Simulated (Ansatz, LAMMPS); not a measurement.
# Elastic response of amorphous Si (128 atoms), part 3 of 3

Aim: relax amorphous Si (128 atoms), then change its volume and shape to read moduli from the stress.

Ansatz 0.2.0; Kohn-Sham DFT, PBE, PAW (set soft_2), plane waves.

The cell: 128 Si. The quench rate of 50 K/ps is orders of magnitude faster than experiment. The network of bonds at the start is that of the classical potential that made the cell. Sampling is at Γ alone.

So far. Step 6 (Volume +3 %): The relaxation converged after 3 steps, 0.114 eV below its start, with a largest force component of 0.046 eV/Å. Step 6 (Volume +3 %): Volume +3 %: the energy stands 0.451 eV above that of the reference, at a pressure of -1.82 GPa.

### 7. Volume -6 %

The relaxed cell is scaled to another volume.

input.yaml

```yaml
crystal:
  lattice:
    - [13.99727, -0.06392, 0.22336]
    - [-0.06392, 12.89058, 0.20221]
    - [0.22336, 0.20221, 13.70833]
  atoms:
    [... the 128 atom lines of step 4 ...]
kpoints:
  mp_grid: { grid: [1, 1, 1] }
hamiltonian:
  xc: pbe
scf:
  occupations: { method: gaussian, width: 0.025 }
output:
  forces: true
  eigenvalues: true
  stress: true
relax:
  f_tol: 0.05
  max_steps: 70
```

The run is started by

```bash
ansatz run input.yaml --threads 4 --pin off --max-ram 8192MiB --backend cpu --events-out ev --progress --plain --runs-dir out
```

Numbers of over 12 decimals in the logs are rounded to 6 here.

The program printed:

```text
[...]
Crystal: 128 atoms, lattice volume = 2472.157 Å³
Basis set: ecut = 420 eV, 48313 PW (Γ), exchange–correlation on 192×180×192 points (8 copies of the dense FFT grid, shifted against one another)
Bands: 384, of which v1, the nominal top of the filled ones, is band 256 counted from 1 (255 counted from 0)
Symmetry: 1 space group operations
[...]
k-points: 1
[...]
SCF iter   1: F=—  HF=-81347.373167 eV  |F-HF|=—  |Δ(HF+E_count)|=         —  Δρ=3.70e-3  dr2=1.33e0  ethr=1.77e-3  ⟨swp⟩=6.0  Hψ=1785  notcnv=0  defer=65
[...]
SCF iter   6: F=—  HF=-81347.199468 eV  |F-HF|=—  |Δ(HF+E_count)|=   1.52e-4  Δρ=1.42e-5  dr2=1.62e-5  ethr=2.89e-8  ⟨swp⟩=2.0  Hψ=517  notcnv=0  defer=119
SCF iter   7: F=-81347.199491 eV  HF=-81347.199490 eV  |F-HF|=1.63e-6  |Δ(HF+E_count)|=   2.13e-5  Δρ=4.33e-6  dr2=1.46e-6  ethr=3.16e-9  ⟨swp⟩=16.0  Hψ=2305  notcnv=0
SCF 1 converged in 7 iterations: F = -81347.199491 eV  dr2 = 1.46e-6
[...]
relax step   1: F+E_penalty+E_count = -81347.19949145 eV  Δ(F+E_penalty+E_count) = +0.000e0 eV  max|allowed force component| = 4.134e-1 eV/Å  Δτ_max = 0.0000 Å  (7 SCF iters, dr2 threshold 6.25e-5 eV, accepted)
[...]
relax step   2: F+E_penalty+E_count = -81347.65326442 eV  Δ(F+E_penalty+E_count) = -4.538e-1 eV  max|allowed force component| = 2.435e-1 eV/Å  Δτ_max = 0.0811 Å  (6 SCF iters, dr2 threshold 1.07e-5 eV, accepted)
[...]
relax step   3: F+E_penalty+E_count = -81347.81653352 eV  Δ(F+E_penalty+E_count) = -1.633e-1 eV  max|allowed force component| = 1.077e-1 eV/Å  Δτ_max = 0.0901 Å  (6 SCF iters, dr2 threshold 3.71e-6 eV, accepted)
relax step   4: F+E_penalty+E_count = -81347.84552610 eV  Δ(F+E_penalty+E_count) = -2.899e-2 eV  max|allowed force component| = 7.929e-2 eV/Å  Δτ_max = 0.0629 Å  (7 SCF iters, accepted)
relax step   5: F+E_penalty+E_count = -81347.86419865 eV  Δ(F+E_penalty+E_count) = -1.867e-2 eV  max|allowed force component| = 6.172e-2 eV/Å  Δτ_max = 0.0877 Å  (7 SCF iters, accepted)
relax step   6: F+E_penalty+E_count = -81347.87609320 eV  Δ(F+E_penalty+E_count) = -1.189e-2 eV  max|allowed force component| = 6.585e-2 eV/Å  Δτ_max = 0.0672 Å  (6 SCF iters, accepted)
relax step   7: F+E_penalty+E_count = -81347.89037434 eV  Δ(F+E_penalty+E_count) = -1.428e-2 eV  max|allowed force component| = 7.054e-2 eV/Å  Δτ_max = 0.1066 Å  (6 SCF iters, dr2 threshold 2.63e-6 eV, accepted)
relax step   8: F+E_penalty+E_count = -81347.90659672 eV  Δ(F+E_penalty+E_count) = -1.622e-2 eV  max|allowed force component| = 7.687e-2 eV/Å  Δτ_max = 0.1536 Å  (6 SCF iters, dr2 threshold 4.98e-6 eV, accepted)
relax step   9: F+E_penalty+E_count = -81347.91976414 eV  Δ(F+E_penalty+E_count) = -1.317e-2 eV  max|allowed force component| = 1.049e-1 eV/Å  Δτ_max = 0.0855 Å  (6 SCF iters, dr2 threshold 5.91e-6 eV, accepted)
relax step  10: F+E_penalty+E_count = -81347.93886980 eV  Δ(F+E_penalty+E_count) = -1.911e-2 eV  max|allowed force component| = 1.447e-1 eV/Å  Δτ_max = 0.0805 Å  (6 SCF iters, dr2 threshold 1.10e-5 eV, accepted)
relax step  11: F+E_penalty+E_count = -81347.98460356 eV  Δ(F+E_penalty+E_count) = -4.573e-2 eV  max|allowed force component| = 1.525e-1 eV/Å  Δτ_max = 0.1934 Å  (6 SCF iters, dr2 threshold 2.09e-5 eV, accepted)
relax step  12: F+E_penalty+E_count = -81348.04264850 eV  Δ(F+E_penalty+E_count) = -5.804e-2 eV  max|allowed force component| = 2.580e-1 eV/Å  Δτ_max = 0.1951 Å  (6 SCF iters, dr2 threshold 2.33e-5 eV, accepted)
relax step  13: F+E_penalty+E_count = -81348.11534846 eV  Δ(F+E_penalty+E_count) = -7.270e-2 eV  max|allowed force component| = 2.016e-1 eV/Å  Δτ_max = 0.1952 Å  (6 SCF iters, dr2 threshold 6.66e-5 eV, accepted)
relax step  14: F+E_penalty+E_count = -81348.14503388 eV  Δ(F+E_penalty+E_count) = -2.969e-2 eV  max|allowed force component| = 1.307e-1 eV/Å  Δτ_max = 0.0693 Å  (6 SCF iters, dr2 threshold 2.48e-5 eV, accepted)
relax step  15: F+E_penalty+E_count = -81348.15575225 eV  Δ(F+E_penalty+E_count) = -1.072e-2 eV  max|allowed force component| = 1.170e-1 eV/Å  Δτ_max = 0.0607 Å  (6 SCF iters, dr2 threshold 7.18e-6 eV, accepted)
relax step  16: F+E_penalty+E_count = -81348.16556493 eV  Δ(F+E_penalty+E_count) = -9.813e-3 eV  max|allowed force component| = 6.343e-2 eV/Å  Δτ_max = 0.0328 Å  (6 SCF iters, dr2 threshold 5.75e-6 eV, accepted)
[...]
relax step  17: F+E_penalty+E_count = -81348.17138387 eV  Δ(F+E_penalty+E_count) = -5.819e-3 eV  max|allowed force component| = 3.328e-2 eV/Å  Δτ_max = 0.0301 Å  (6 SCF iters, accepted)
SCF converged after 6 iterations
Free energy (F): -81348.171384 eV
[...]
Internal energy: -81348.171384 eV  (E = F + TS)
E sigma→0 (E₀):  -81348.171384 eV
Fermi energy:    6.800760 eV
[...]
Σ components = -81348.171384   (vs F -81348.171384, Δ=0.00e0)
--- Forces (eV/Å), atoms counted from 1 ---
  atom   1  Si     0.00750859     0.00428201     0.00884000
  atom   2  Si    -0.00066610    -0.00415291    -0.00090253
  atom   3  Si    -0.00187595    -0.00543053    -0.02300706
  atom   4  Si    -0.00878789    -0.01484996    -0.00434695
[...]
atom 128  Si     0.00729933    -0.00004782     0.00191986
  max |Σ_I F_I| component: 5.45e-5 eV/Å
--- Stress (GPa, compression-positive) ---
        3.516696       0.119483      -0.086357
        0.119483       4.218911      -0.110369
       -0.086357      -0.110369       4.290185
  P = ⅓ Tr σ = 4.0086 GPa (40.086 kbar)
--- Band table (eV) ---
[...]
--- Relaxed structure (17 steps of the walk, 17 accepted, 0 SCFs on fresh bases) ---
  F+E_penalty+E_count = -81348.17138387 eV   max|allowed force component| = 3.328e-2 eV/Å
  atoms:
    - { symbol: Si, position: [0.660726, 0.094680, 0.862432] }
    - { symbol: Si, position: [0.295783, 0.342527, 0.873726] }
    - { symbol: Si, position: [0.919513, 0.729436, 0.557257] }
    - { symbol: Si, position: [0.687978, 0.606504, 0.533690] }
[...]
- { symbol: Si, position: [0.242324, 0.566143, 0.258340] }
```

Wall time 8.3 min (4 threads of Arm Neoverse V1, shared host); peak memory 2.8 GiB.

The relaxation converged after 17 steps, 0.972 eV below its start, with a largest force component of 0.033 eV/Å.

Volume -6 %: the energy stands 1.74 eV above that of the reference, at a pressure of 4.01 GPa.

### 8. Volume +6 %

The relaxed cell is scaled to another volume.

Input and log are left out; they have the form of those shown for this kind of step.

It took 3 min on 4 threads of Arm Neoverse V1, shared host; peak memory 3.1 GiB; 12 min of CPU time.

The relaxation converged after 5 steps, 0.432 eV below its start, with a largest force component of 0.026 eV/Å.

Volume +6 %: the energy stands 1.73 eV above that of the reference, at a pressure of -3.36 GPa.

### 9. Volume -10 %

The relaxed cell is scaled to another volume.

Input and log are left out; they have the form of those shown for this kind of step.

It took 11 min on 4 threads of Arm Neoverse V1, shared host; peak memory 2.7 GiB; 44 min of CPU time.

The relaxation converged after 24 steps, 3.59 eV below its start, with a largest force component of 0.049 eV/Å.

Volume -10 %: the energy stands 4.53 eV above that of the reference, at a pressure of 6.79 GPa.

### 10. Stretched by 1 % along x

The relaxed cell is strained along x alone, which gives the stiffness along x and its coupling to y and z.

input.yaml, the sections that differ from step 7:

```yaml
crystal:
  lattice:
    - [14.43185, -0.06525, 0.22801]
    - [-0.0659, 13.15921, 0.20642]
    - [0.23029, 0.20642, 13.994]
  atoms:
    [... the 128 atom lines of step 4 ...]
# kpoints, hamiltonian, scf, output, relax: as in step 7
```

The program printed:

```text
[...]
Crystal: 128 atoms, lattice volume = 2656.253 Å³
Basis set: ecut = 420 eV, 51855 PW (Γ), exchange–correlation on 200×180×192 points (8 copies of the dense FFT grid, shifted against one another)
Bands: 384, of which v1, the nominal top of the filled ones, is band 256 counted from 1 (255 counted from 0)
Symmetry: 1 space group operations
[...]
k-points: 1
[...]
SCF iter   1: F=—  HF=-81349.938116 eV  |F-HF|=—  |Δ(HF+E_count)|=         —  Δρ=3.46e-3  dr2=1.22e0  ethr=1.77e-3  ⟨swp⟩=6.0  Hψ=1782  notcnv=0  defer=60
[...]
SCF iter   6: F=—  HF=-81349.787437 eV  |F-HF|=—  |Δ(HF+E_count)|=   1.39e-4  Δρ=1.31e-5  dr2=1.55e-5  ethr=2.66e-8  ⟨swp⟩=2.0  Hψ=495  notcnv=0  defer=123
SCF iter   7: F=-81349.787459 eV  HF=-81349.787458 eV  |F-HF|=1.55e-6  |Δ(HF+E_count)|=   2.08e-5  Δρ=4.07e-6  dr2=1.47e-6  ethr=3.04e-9  ⟨swp⟩=15.0  Hψ=2253  notcnv=0
SCF 1 converged in 7 iterations: F = -81349.787459 eV  dr2 = 1.47e-6
[...]
relax step   1: F+E_penalty+E_count = -81349.78745939 eV  Δ(F+E_penalty+E_count) = +0.000e0 eV  max|allowed force component| = 1.795e-1 eV/Å  Δτ_max = 0.0000 Å  (7 SCF iters, dr2 threshold 6.25e-5 eV, accepted)
[...]
relax step   2: F+E_penalty+E_count = -81349.82727545 eV  Δ(F+E_penalty+E_count) = -3.982e-2 eV  max|allowed force component| = 7.267e-2 eV/Å  Δτ_max = 0.0257 Å  (6 SCF iters, accepted)
[...]
relax step   3: F+E_penalty+E_count = -81349.83664977 eV  Δ(F+E_penalty+E_count) = -9.374e-3 eV  max|allowed force component| = 2.905e-2 eV/Å  Δτ_max = 0.0217 Å  (6 SCF iters, accepted)
SCF converged after 6 iterations
Free energy (F): -81349.836650 eV
[...]
Internal energy: -81349.836650 eV  (E = F + TS)
E sigma→0 (E₀):  -81349.836650 eV
Fermi energy:    6.037461 eV
[...]
Σ components = -81349.836650   (vs F -81349.836650, Δ=0.00e0)
--- Forces (eV/Å), atoms counted from 1 ---
  atom   1  Si     0.00041652     0.00175182     0.00121403
  atom   2  Si    -0.00593332    -0.00033306     0.00398229
  atom   3  Si     0.00560912     0.00132656     0.00468107
  atom   4  Si     0.00760906     0.00107923     0.00355199
[...]
atom 128  Si    -0.00656279    -0.00303096     0.00099767
  max |Σ_I F_I| component: 1.43e-5 eV/Å
--- Stress (GPa, compression-positive) ---
       -0.993078       0.012594       0.026606
        0.012594      -0.414936       0.031639
        0.026606       0.031639      -0.444882
  P = ⅓ Tr σ = -0.6176 GPa (-6.176 kbar)
--- Band table (eV) ---
[...]
--- Relaxed structure (3 steps of the walk, 3 accepted, 0 SCFs on fresh bases) ---
  F+E_penalty+E_count = -81349.83664977 eV   max|allowed force component| = 2.905e-2 eV/Å
  atoms:
    - { symbol: Si, position: [0.678604, 0.104137, 0.845949] }
    - { symbol: Si, position: [0.292284, 0.341237, 0.871992] }
    - { symbol: Si, position: [0.912752, 0.730758, 0.559752] }
    - { symbol: Si, position: [0.683393, 0.613623, 0.541153] }
[...]
- { symbol: Si, position: [0.246394, 0.560085, 0.256297] }
```

Wall time 97 s (4 threads); peak memory 3 GiB; 6.3 min of CPU time.

The relaxation converged after 3 steps, 0.0492 eV below its start, with a largest force component of 0.029 eV/Å.

Stretched by 1 % along x: the energy stands 0.0777 eV above that of the reference, at a pressure of -0.618 GPa.

### 11. Pressure against volume

Atoms are relaxed at each volume, in the scaled cell.

```tsv
volume change (%)	volume (Å³/atom)	energy change (meV/atom)	pressure (GPa)	largest move on relaxing (Å)	bonds	gap (eV)
-10	18.492	35.38	6.79	1.23	272	0.425
-6	19.314	13.62	4.01	0.86	263	0.200
-3	19.930	3.93	2.06	0.09	261	0.268
+0	20.547	0.00	0.02	-	260	0.289
+3	21.163	3.52	-1.82	0.07	260	0.305
+6	21.779	13.49	-3.36	0.17	260	0.320
```

### 12. Uniaxial strain and shear

Stress (GPa, compression positive) less that of the relaxed cell, atoms relaxed:

```tsv
strain	xx	yy	zz	xy	energy change (meV/atom)
stretched by 1 % along x	-1.027	-0.413	-0.460	0.012	0.61
```

### 13. Outcome

The bulk modulus, from the slope of pressure against ln V over the three points nearest the relaxed volume, is 64.6 GPa; between neighbouring points the slope runs 64, 62, 67, 62 and 54 GPa from the smallest volume up, without a steady fall, so no pressure derivative is given. The count of bonds runs from 260 to 272 over the series, so at some points contacts cross the cutoffs. At -10 % and -6 % some atom moved by over 0.5 Å on relaxing, so those points may sit in another local minimum. The gap goes from 0.425 eV at the smallest volume to 0.320 eV at the largest, not monotonically (lowest 0.200, highest 0.425 eV), on the run's k-points.

**Limits.** Strains are finite and relaxations stop at the force tolerance of the input, which can leave moduli too stiff; they are those of a static cell at zero temperature. Volumes are changed with the cell's shape held, so in an anisotropic solid the modulus lies over the one under free hydrostatic load. The program notes that the SCF threshold of the relaxations is loose for the stress.

The DFT runs together took 48 min of wall time.

[Logs are printed without paths, hosts, clocks, repeated set-up lines and the standing remarks that a program may print on its own settings, such as how far it seeks lower states.]

[Hosts, paths, dates, database ids (printed as entryN), source tags and the programs' standing remarks are cut or masked in the printed files.]
